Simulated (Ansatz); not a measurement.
# How cost and error scale: P6_3/mmc (COD entry) Sr2MgAl3, size series (48 atoms) repeated

Wanted: cost and convergence against size for P6_3/mmc (COD entry) Sr2MgAl3, size series (48 atoms).

Calculated with Ansatz 0.2.0; Kohn-Sham DFT, LDA, PAW (set soft_2), plane waves.

## Step 1: Starting point

The cell holds 48 atoms: 16 Sr, 8 Mg and 24 Al. Cell: a = 12.740 Å, b = 12.740 Å, c = 10.140 Å, α = 90.0°, β = 90.0°, γ = 120.0°. It derives from Sr2MgAl3 (P6_3/mmc, COD entry), repeated 2×2×1. P6_3/mmc (COD entry) Sr2MgAl3 (cell 6.37, 6.37, 10.14, 90, 90, 120), 2 x 2 x 1 conventional cells; every coordinate displaced by a Gaussian of 0.08 Å.

## Step 2: Plane waves, typed cell on a dense mesh

The typed cell on a k-mesh is the yardstick: it samples like Γ on the cell repeated as often as the mesh has points along each axis. Its own convergence isn't tested.

The input, input.yaml:

```yaml
crystal:
  lattice:
    - [12.7398, 0.0, 0.0]
    - [-6.3699, 11.03299, 0.0]
    - [0.0, 0.0, 10.14]
  atoms:
    - { symbol: Sr, position: [0.1669, 0.32327, 0.05948] }
    - { symbol: Sr, position: [0.33194, 0.16829, 0.55517] }
    - { symbol: Sr, position: [0.34004, 0.16929, 0.93599] }
    - { symbol: Sr, position: [0.17512, 0.33472, 0.43734] }
    - { symbol: Mg, position: [0.99173, 0.9897, 0.98986] }
    - { symbol: Mg, position: [0.99749, 0.00195, 0.51628] }
    - { symbol: Al, position: [0.42288, 0.32746, 0.23916] }
    - { symbol: Al, position: [0.16216, 0.07646, 0.24413] }
    - { symbol: Al, position: [0.41225, 0.08331, 0.25548] }
    - { symbol: Al, position: [0.07971, 0.16295, 0.73324] }
    - { symbol: Al, position: [0.337, 0.40498, 0.73982] }
    - { symbol: Al, position: [0.07409, 0.42326, 0.76899] }
    - { symbol: Sr, position: [0.15622, 0.82192, 0.0539] }
    - { symbol: Sr, position: [0.3388, 0.67129, 0.55307] }
    - { symbol: Sr, position: [0.33253, 0.66459, 0.95521] }
    - { symbol: Sr, position: [0.1701, 0.83119, 0.43902] }
    - { symbol: Mg, position: [0.00925, 0.50397, 0.0022] }
    - { symbol: Mg, position: [0.01157, 0.4957, 0.50318] }
    - { symbol: Al, position: [0.41793, 0.82605, 0.25316] }
    - { symbol: Al, position: [0.16408, 0.58111, 0.24909] }
    - { symbol: Al, position: [0.41755, 0.58315, 0.25979] }
    - { symbol: Al, position: [0.07949, 0.66928, 0.74104] }
    - { symbol: Al, position: [0.32775, 0.91452, 0.75] }
    - { symbol: Al, position: [0.08753, 0.90736, 0.74227] }
    - { symbol: Sr, position: [0.67429, 0.34202, 0.04854] }
    - { symbol: Sr, position: [0.8342, 0.17121, 0.55398] }
    - { symbol: Sr, position: [0.82621, 0.15994, 0.94919] }
    - { symbol: Sr, position: [0.66476, 0.32714, 0.43963] }
    - { symbol: Mg, position: [0.49819, 0.99282, 0.99012] }
    - { symbol: Mg, position: [0.50588, 0.00122, 0.49048] }
    - { symbol: Al, position: [0.90626, 0.32657, 0.25154] }
    - { symbol: Al, position: [0.67679, 0.06955, 0.24494] }
    - { symbol: Al, position: [0.91396, 0.08098, 0.26026] }
    - { symbol: Al, position: [0.58512, 0.16433, 0.75128] }
    - { symbol: Al, position: [0.83631, 0.42032, 0.73519] }
    - { symbol: Al, position: [0.58506, 0.41298, 0.76255] }
    - { symbol: Sr, position: [0.66761, 0.83168, 0.0541] }
    - { symbol: Sr, position: [0.83114, 0.6834, 0.55686] }
    - { symbol: Sr, position: [0.83501, 0.65922, 0.92815] }
    - { symbol: Sr, position: [0.66044, 0.8256, 0.45027] }
    - { symbol: Mg, position: [0.49781, 0.49335, 0.00261] }
    - { symbol: Mg, position: [0.4915, 0.49609, 0.49784] }
    - { symbol: Al, position: [0.92657, 0.83097, 0.26087] }
    - { symbol: Al, position: [0.66506, 0.57213, 0.24909] }
    - { symbol: Al, position: [0.91574, 0.59302, 0.25888] }
    - { symbol: Al, position: [0.59532, 0.66441, 0.75874] }
    - { symbol: Al, position: [0.82589, 0.91577, 0.75104] }
    - { symbol: Al, position: [0.58559, 0.91154, 0.73759] }
kpoints:
  mp_grid: { grid: [3, 3, 4] }
hamiltonian:
  xc: lda
scf:
  occupations: { method: cold, width: 0.15 }
output:
  forces: true
  stress: true
  populations: true
  dos:
    method: { smearing: { sigma: 0.1 } }
    de: 0.1
    projected: { site_lists: { Al: [Al], Mg: [Mg], Sr: [Sr] } }
  eigenvalues: true
```

Run with:

```sh
> ansatz run input.yaml --threads 4 --pin off --max-ram 8192MiB --backend cpu --events-out ev --progress --plain --runs-dir out
```

Output:

```text
Engine: ansatz 0.2.0, aarch64-unknown-linux-gnu
Pseudopotentials: kind: paw
Pseudopotential: Sr, paw, valence charge 10, recommended cutoff 420 eV (normal), Sr.paw.azcp
Pseudopotential: Mg, paw, valence charge 10, recommended cutoff 420 eV (normal), Mg.paw.azcp
Pseudopotential: Al, paw, valence charge 3, recommended cutoff 420 eV (normal), Al.paw.azcp
[... 3 lines on functional and potentials left out ...]
Crystal: 48 atoms, lattice volume = 1425.259 Å³
Basis set: ecut = 420 eV, 27825 PW (Γ)
Bands: 204, of which v1, the nominal top of the filled ones, is band 156 counted from 1 (155 counted from 0)
Symmetry: 1 space group operations
Space group: P1 (ITA 1), of the structure as read, at distance tolerance 1.1e-4 Å
k-points: 19 of 36 (time reversal used)
[... 10 lines on functional and potentials left out ...]
Initial density: superposition of atomic densities (neutral atoms: chi_scale 0, normalization atom), corrected by the library's trained network
Initial wavefunctions: pseudopotential atomic-orbital guess
Functional: x = slater, c = lda
SCF iter   1: F=—  HF=-82633.815122 eV  |F-HF|=—  |Δ(HF+E_count)|=         —  Δρ=4.22e-3  dr2=2.21e-1  ethr=1.77e-3  ⟨swp⟩=11.8  Hψ=21766  notcnv=0
preconditioner: auto → Kerker (q_TF=auto, 2.118 Å⁻¹)  [metal: Δε(μ)=0.005 eV  Ē_g=4.187 eV  σ=0.150 eV  W_gap=0.02  n_scr=240 (ndim 8)  ℏωp=10.8 eV  f_vac=0.000  D(μ)=35.91/eV (n_scr^D=240)]
SCF iter   2: F=—  HF=-82633.807599 eV  |F-HF|=—  |Δ(HF+E_count)|=   7.52e-3  S|Δr|=    0.00e0  Δρ=2.24e-3  dr2=8.87e-2  ethr=7.09e-5  ⟨swp⟩=2.0  Hψ=7037  notcnv=0
SCF iter   3: F=—  HF=-82633.795891 eV  |F-HF|=—  |Δ(HF+E_count)|=   1.17e-2  S|Δr|=    0.00e0  Δρ=6.27e-4  dr2=1.03e-2  ethr=2.84e-5  ⟨swp⟩=1.6  Hψ=3577  notcnv=0
SCF iter   4: F=—  HF=-82633.794579 eV  |F-HF|=—  |Δ(HF+E_count)|=   1.31e-3  S|Δr|=    0.00e0  Δρ=1.18e-4  dr2=2.91e-4  ethr=3.31e-6  ⟨swp⟩=2.1  Hψ=4154  notcnv=0
SCF iter   5: F=—  HF=-82633.794573 eV  |F-HF|=—  |Δ(HF+E_count)|=   5.95e-6  S|Δr|=    0.00e0  Δρ=2.13e-5  dr2=1.13e-5  ethr=9.33e-8  ⟨swp⟩=2.9  Hψ=7067  notcnv=0
SCF iter   6: F=—  HF=-82633.793710 eV  |F-HF|=—  |Δ(HF+E_count)|=   8.63e-4  S|Δr|=    0.00e0  Δρ=5.31e-6  dr2=7.39e-7  ethr=3.63e-9  ⟨swp⟩=2.1  Hψ=6370  notcnv=0
SCF iter   7: F=-82633.793710 eV  HF=-82633.793710 eV  |F-HF|=3.59e-8  |Δ(HF+E_count)|=   9.18e-8  S|Δr|=    0.00e0  Δρ=1.54e-6  dr2=6.32e-8  ethr=3.21e-11  ⟨swp⟩=13.7  Hψ=22051  notcnv=0
SCF 1 converged in 7 iterations: F = -82633.793710 eV  dr2 = 6.32e-8
  greatest PAW one-centre occupation: 1.000 electrons in one spin orbital (limit 2), on the Mg atom at site 5 (counted from 0), in its partial waves of l = 1
SCF converged after 7 iterations
Stability not checked: this state was not tested for a lower state beside it, because cold or Methfessel-Paxton smearing, or corrected tetrahedra, fill the levels in a way that the test cannot read (fill_not_monotonic; see scf.lower_state_search)
Free energy (F): -82633.793710 eV
Harris-Foulkes:  -82633.793710 eV  (|F-HF|=3.59e-8)
Internal energy: -82633.767424 eV  (E = F + TS)
E sigma→0 (E₀):  -82633.784948 eV
Entropy (-TS):   -0.026286 eV (-0.548 meV/atom)
Fermi energy:    5.459296 eV
Step filling:    the computed levels leave a gap of 0.0049 eV = 0.0 smearing widths at the electron count; against every level under it full and every level over it empty, smearing changes F+E_penalty+E_count by -12.844 meV and its σ→0 estimate by -4.082 meV
--- Per-component energies (eV) ---
  E_band       = -4716.846210
  E_kinetic    = 4955.925632
  E_local      = -26692.054111  (includes V_loc(G=0)·N_el)
  E_nonlocal   = 4330.292029
  E_hartree    = 8601.907556
  E_xc         = -3847.375501
  E_vxc        = -3498.343998  (∫ρ·V_xc dr)
  E_paw        = -54356.212456  (= ΣΔE_a)
  E_vpaw       = -1016.499153  (= ΣTr[D̂ρ^β])
  E_aug_tail   = -0.000102  (compensation charges beyond the density's cutoff)
  E_ewald      = -15633.497669
  E_core_change = 7.247198  (= ΣΔE_core)
  E_smearing   = -0.026286  (= −TS)
  E_closure    = -0.000000  (closes the sum)
  Σ components = -82633.793710   (vs F -82633.793710, Δ=0.00e0)
--- Forces (eV/Å), atoms counted from 1 ---
  atom   1  Sr    -0.13003958     0.08130814     0.02460788
  atom   2  Sr     0.11041155    -0.17756395     0.21044306
  atom   3  Sr     0.00222662    -0.24095523    -0.14100125
  atom   4  Sr    -0.21240830    -0.07561098    -0.12746189
  atom   5  Mg     0.13127147     0.10336665     0.06848398
  atom   6  Mg     0.04925637    -0.09773688    -0.41629886
  atom   7  Al    -0.03500439    -0.07702968     0.14105062
  atom   8  Al     0.07611977    -0.01122256    -0.01838072
  atom   9  Al    -0.13430885     0.05057331    -0.14921577
  atom  10  Al     0.05780371     0.30905407     0.39596416
  atom  11  Al    -0.13548045    -0.00537165     0.15402811
  atom  12  Al     0.24607369    -0.19644598    -0.32500693
  atom  13  Sr     0.10912108     0.32095749     0.28354215
  atom  14  Sr    -0.09187289    -0.13092674     0.40920304
[...]
atom  47  Al    -0.11021241    -0.07544721     0.04966488
  atom  48  Al     0.04943171     0.03703513     0.22195346
  max |Σ_I F_I| component: 2.01e-5 eV/Å
--- Stress (GPa, compression-positive) ---
       -5.964807      -0.034460      -0.011161
       -0.034460      -5.998438      -0.029155
       -0.011161      -0.029155      -6.769700
  P = ⅓ Tr σ = -6.2443 GPa (-62.443 kbar)
--- Band table (eV; the first three rows and the last of 19) ---
  k-point 0: bands = ["-69.8206", "-69.7940", "-69.7565", "-69.7332", [... 188 levels ...], "7.3440", "7.5730", "7.5977", "7.6132", "7.6527", "7.7049", "7.7853", "7.8190", "7.8518", "7.9179", "8.0412", "8.0643"]
[...]
--- Löwdin populations: 48 sites ---
  site symbol       q [e]
     0     Sr      8.5744
     1     Sr      8.5498
     2     Sr      8.5430
[...]
47     Al      4.0945
  spilling = 0.022648 (of n_electrons = 312.000000)
```

Elapsed: 5.9 min, on 4 threads of Arm Neoverse V1, shared host; peak memory 6.8 GiB; 23 min of CPU time.

Reading the cycles: dr2 is the Hartree energy of the density residual (eV), the measure of convergence; HF is the Harris–Foulkes estimate of the energy, which meets the free energy F at convergence.

The run gave:

- free energy: -82633.7937 eV
- free energy per atom: -1721.5374 eV/atom
- SCF cycles: 7
- pressure: -6.244 GPa
- r.m.s. force component: 0.1672 eV/Å
- longest force: 0.6079 eV/Å
- Fermi energy: 5.459 eV
- levels partly filled by over 2 per cent: 104
- spilling of the projection: 0.02265

The r.m.s. force component of 0.17 eV/Å sets the scale for the differences below.

## Step 3: Plane waves, 48 atoms

The typed cell is solved at Γ alone, the coarsest sampling of the series.

input.yaml, the sections that differ from step 2:

```yaml
kpoints:
  mp_grid: { grid: [1, 1, 1] }
output:
  forces: true
# crystal, hamiltonian, scf: as in step 2
```

Wall time 7.1 s (4 threads); peak memory 1.1 GiB; 27 s of CPU time.

It converged in 9 SCF cycles; the log is left out.

The energy lies 26.6 meV/atom above the dense-mesh reference.

## Step 4: Support functions, 48 atoms

The typed cell is solved at Γ alone, now in support functions.

This step: Kohn-Sham DFT, LDA, PAW (set soft_2), localised support functions (medium) (Ansatz 0.2.0).

input.yaml, as its differences from that of step 3:

```diff
@@ -13,2 +13,4 @@
   occupations: { method: cold, width: 0.15 }
+  eigensolver: { kind: { support_functions: { accuracy: medium } } }
+  max_iter: 150
 output:
```

Run time: 67 s. Hardware: 4 threads; peak memory 2.3 GiB; 4.4 min of CPU time.

The program notes that the band table was not solved further than the SCF left it and it switched symmetry off.

It converged in 12 SCF cycles; the log is left out.

The energy lies 26.2 meV/atom above the dense-mesh reference, and 0.37 meV/atom below plane waves of the same size, an offset between the two bases that leaves the sampling error alike.

## Step 5: Plane waves, 96 atoms

The cell is repeated and solved at Γ in plane waves, whose cost grows towards the cube of the size.

This step: Kohn-Sham DFT, LDA, PAW (set soft_2), plane waves (Ansatz 0.2.0).

input.yaml, the sections that differ from step 4:

```yaml
crystal:
  lattice:
    - [12.7398, 0.0, 0.0]
    - [-6.3699, 11.03299, 0.0]
    - [0.0, 0.0, 10.14]
  atoms:
    [... the 48 atom lines of step 2 ...]
  supercell: [1, 1, 2]
scf:
  occupations: { method: cold, width: 0.15 }
# kpoints, hamiltonian, output: as in step 4
```

Output:

```text
[...]
Crystal: 96 atoms, lattice volume = 2850.518 Å³
Basis set: ecut = 420 eV, 55711 PW (Γ)
Bands: 408, of which v1, the nominal top of the filled ones, is band 312 counted from 1 (311 counted from 0)
Symmetry: 2 space group operations
[...]
k-points: 1
[...]
SCF iter   1: F=—  HF=-165269.705686 eV  |F-HF|=—  |Δ(HF+E_count)|=         —  Δρ=5.81e-3  dr2=2.96e0  ethr=1.77e-3  ⟨swp⟩=13.0  Hψ=2518  notcnv=0
[...]
SCF iter   7: F=—  HF=-165268.832210 eV  |F-HF|=—  |Δ(HF+E_count)|=   4.74e-6  S|Δr|=    0.00e0  Δρ=4.34e-6  dr2=1.41e-6  ethr=3.92e-9  ⟨swp⟩=2.0  Hψ=472  notcnv=0  defer=1
SCF iter   8: F=-165268.832210 eV  HF=-165268.832210 eV  |F-HF|=5.75e-8  |Δ(HF+E_count)|=   2.97e-7  S|Δr|=    0.00e0  Δρ=1.34e-6  dr2=8.70e-8  ethr=1.60e-10  ⟨swp⟩=4.0  Hψ=1293  notcnv=0
SCF 1 converged in 8 iterations: F = -165268.832210 eV  dr2 = 8.70e-8
[...]
SCF converged after 8 iterations
[...]
Free energy (F): -165268.832210 eV
[...]
Internal energy: -165268.598381 eV  (E = F + TS)
E sigma→0 (E₀):  -165268.754267 eV
Entropy (-TS):   -0.233829 eV (-2.436 meV/atom)
Fermi energy:    5.825185 eV
[...]
Σ components = -165268.832210   (vs F -165268.832210, Δ=0.00e0)
--- Forces (eV/Å), atoms counted from 1 ---
  atom   1  Sr    -0.13653160     0.05416108    -0.07546462
  atom   2  Sr     0.07379329    -0.16556636     0.13499765
  atom   3  Sr    -0.07300198    -0.19978144    -0.03993966
  atom   4  Sr    -0.19357184    -0.10924655    -0.04117845
  atom   5  Mg     0.13264883     0.12025610     0.16729026
  atom   6  Mg     0.03629299    -0.10988926    -0.57297411
  [... forces on the other 90 atoms ...]
  max |Σ_I F_I| component: 4.86e-5 eV/Å
```

The job ended after 36 s (4 threads; peak memory 3 GiB).

The program repeats the typed cell 1×1×2 times, 96 atoms in all; totals in the log are those of the whole repeated cell, and force differences are taken after averaging over the copies of each atom.

The energy lies 13.0 meV/atom below the dense-mesh reference.

## Step 6: Support functions, 96 atoms

The repeated cell is solved at Γ in support functions.

This step: Kohn-Sham DFT, LDA, PAW (set soft_2), localised support functions (medium) (Ansatz 0.2.0).

input.yaml, as its differences from that of step 5:

```diff
@@ -14,2 +14,4 @@
   occupations: { method: cold, width: 0.15 }
+  eigensolver: { kind: { support_functions: { accuracy: medium } } }
+  max_iter: 150
 output:
```

Output:

```text
Warning: scf.eigensolver.kind.support_functions: disabling space-group detection — the functions' gradient is summed over unrotated k-points, so no spatial operation reduces the k-mesh or symmetrises the density; time reversal is kept, so that k and −k are solved as one point where they differ and the mesh holds both, and exact exchange and, on two spinor components, a DFT+U term hold to it where the run has them: [...]
settings of this run that can trade accuracy for cost: scf.eigensolver.kind.support_functions [...]
[...]
Crystal: 96 atoms, lattice volume = 2850.518 Å³
Basis set: ecut = 420 eV, 55711 PW (Γ)
Bands: 375, of which v1, the nominal top of the filled ones, is band 312 counted from 1 (311 counted from 0)
[... 1 set-up line as in the run before ...]
k-points: 1
[...]
SCF iter   1: F=—  HF=-165231.329610 eV  |F-HF|=—  |Δ(HF+E_count)|=         —  Δρ=1.34e-2  dr2=1.03e1  ethr=1.00e-1
[...]
SCF iter  10: F=—  HF=-165268.856735 eV  |F-HF|=—  |Δ(HF+E_count)|=   1.24e-3  S|Δr|=    0.00e0  Δρ=1.01e-5  dr2=3.16e-6  ethr=3.25e-9  κ⁻¹=2.0e-7(r=7)
SCF iter  11: F=-165268.857622 eV  HF=-165268.857623 eV  |F-HF|=3.88e-7  |Δ(HF+E_count)|=   8.88e-4  S|Δr|=    0.00e0  Δρ=4.89e-6  dr2=6.79e-7  ethr=5.06e-10
SCF 1 converged in 11 iterations: F = -165268.869218 eV  dr2 = 6.79e-7
[...]
SCF converged after 11 iterations
[...]
Free energy (F): -165268.869218 eV
[...]
Internal energy: -165268.635592 eV  (E = F + TS)
E sigma→0 (E₀):  -165268.791343 eV
Entropy (-TS):   -0.233626 eV (-2.434 meV/atom)
Fermi energy:    5.825094 eV
[...]
Σ components = -165268.869218   (vs F -165268.869218, Δ=0.00e0)
--- Forces (eV/Å), atoms counted from 1 ---
  atom   1  Sr    -0.13678680     0.05427718    -0.07537328
  atom   2  Sr     0.07390230    -0.16570025     0.13482536
  atom   3  Sr    -0.07259081    -0.19990036    -0.03980467
  atom   4  Sr    -0.19424599    -0.10894231    -0.04125117
  atom   5  Mg     0.13267243     0.12029375     0.16726689
  atom   6  Mg     0.03629866    -0.10985627    -0.57292494
  [... forces on the other 90 atoms ...]
  max |Σ_I F_I| component: 7.11e-4 eV/Å
--- Band table (eV) ---
[... left out ...]
  guard bands above this table: 49 of the run's 375 bands (output.publish_guard_bands: true publishes all)
[...]
```

The job ended after 2 min (4 threads; peak memory 4.1 GiB; 7.8 min of CPU time).

The program repeats the typed cell 1×1×2 times, 96 atoms in all; totals in the log are those of the whole repeated cell, and force differences are taken after averaging over the copies of each atom.

The energy lies 13.4 meV/atom below the dense-mesh reference, and 0.39 meV/atom below plane waves of the same size, an offset between the two bases that leaves the sampling error alike.

## Step 7: All sizes together

Differences are against the typed cell on a 3×3×4 mesh, which samples like Γ on 1728 atoms (r.m.s. force component 0.167 eV/Å). Every repeated cell is solved at Γ, and forces are averaged over the copies of each atom. Hardware: 4 threads of Arm Neoverse V1, shared host.

```tsv
atoms	repeats	basis	Δ force, r.m.s. (meV/Å)	Δ energy (meV/atom)	less plane waves of the same size (meV/atom)	spread among copies (meV/Å)	SCF cycles	time	host memory (GiB)
48	1×1×1	plane waves	101	26.6	-	-	9	7.1 s	1.1
48	1×1×1	support functions	101	26.2	-0.37	-	12	67 s	2.3
96	1×1×2	plane waves	77.8	-13.0	-	0	8	36 s	3.0
96	1×1×2	support functions	77.8	-13.4	-0.39	0.058	11	2 min	4.1
```

## Step 8: What the reference run shows

With the settings judged, the reference run is read for its physics.

Length of the force by element:

```tsv
element	coordination	atoms	mean length of the force (eV/Å)	spread	least	most
Al	all	24	0.199	0.0948	0.0791	0.506
Mg	all	8	0.241	0.0955	0.140	0.430
Sr	all	16	0.363	0.116	0.155	0.608
```

Density of states as counts of states in windows of 1 eV (from the Fermi level), total and the larger projections:

```tsv
from (eV)	to (eV)	total	Al p	Al s	Sr s	Sr p
-18	-17	95.0	0.8	0.1	0.2	93.8
-17	-8	0.0	0.0	0.0	0.0	0.0
-8	-7	0.1	0.0	0.0	0.0	0.0
-7	-6	10.6	1.6	6.5	1.5	0.1
-6	-5	11.4	3.5	6.5	0.7	0.1
-5	-4	7.1	2.7	3.6	0.3	0.0
-4	-3	21.7	7.7	10.3	1.5	0.2
-3	-2	10.5	5.6	2.1	0.9	0.1
-2	-1	26.1	18.3	2.3	2.8	0.2
-1	0	31.5	22.5	2.0	1.9	0.2
0	1	28.2	14.6	2.3	2.0	0.1
1	2	34.5	8.5	2.9	4.2	0.0
```

Between -26 and -18 eV lie 1 more states.

The stored curve holds about 215 of the 312 electrons; the rest, give or take the few that broadening carries across the Fermi level, lie in deeper levels below its range.

The levels nearest the highest filled one (over half full), pooled over k-points and spins:

```tsv
level less the highest filled one (eV)	occupation
-0.0264	1.27
-0.0203	1.21
-0.0193	1.20
-0.0149	1.16
-0.0012	1.02
0	1.01
0.0129	0.884
0.013	0.883
0.017	0.845
0.0187	0.829
0.0188	0.828
0.0197	0.82
```

Within 0.4 eV of the Fermi level the largest share is Al p (77 % of the projected weight).

## Step 9: What came out

```json
{
 "free energy per atom": "-1721.5374 eV/atom",
 "density": "2.614 g/cm³",
 "pressure": "-6.244 GPa",
 "r.m.s. force component": "0.1672 eV/Å",
 "wall time of the 5 DFT runs": "9.8 min"
}
```

**Reading.** Repeating the cell at Γ samples more k-points: in plane waves the energy difference from the dense mesh goes from 26.6 meV/atom at 48 atoms to -13.0 at 96, and the force difference from 101 to 78 meV/Å. At equal size the support functions lie 0.37 to 0.39 meV/atom below plane waves, likely because their grid holds more waves than 420 eV; no run tests this. At the largest size the support functions' forces differ from the reference by 47 % of the r.m.s. force, which holds the difference of sampling between the two as well as that of the basis.

104 levels are partly filled, by over 2 % (on the run's k-points), as in a metal.

Caveats: The geometry starts from published positions, was displaced at random and isn't relaxed at this level: its force components are 0.17 eV/Å r.m.s. The pressure of -6.2 GPa means that a free cell would contract at this level.

[Logs are printed without paths, hosts, clocks, repeated set-up lines and the standing remarks that a program may print on its own settings, such as how far it seeks lower states.]

[Hosts, paths, dates, database ids (printed as entryN), source tags and the programs' standing remarks are cut or masked in the printed files.]
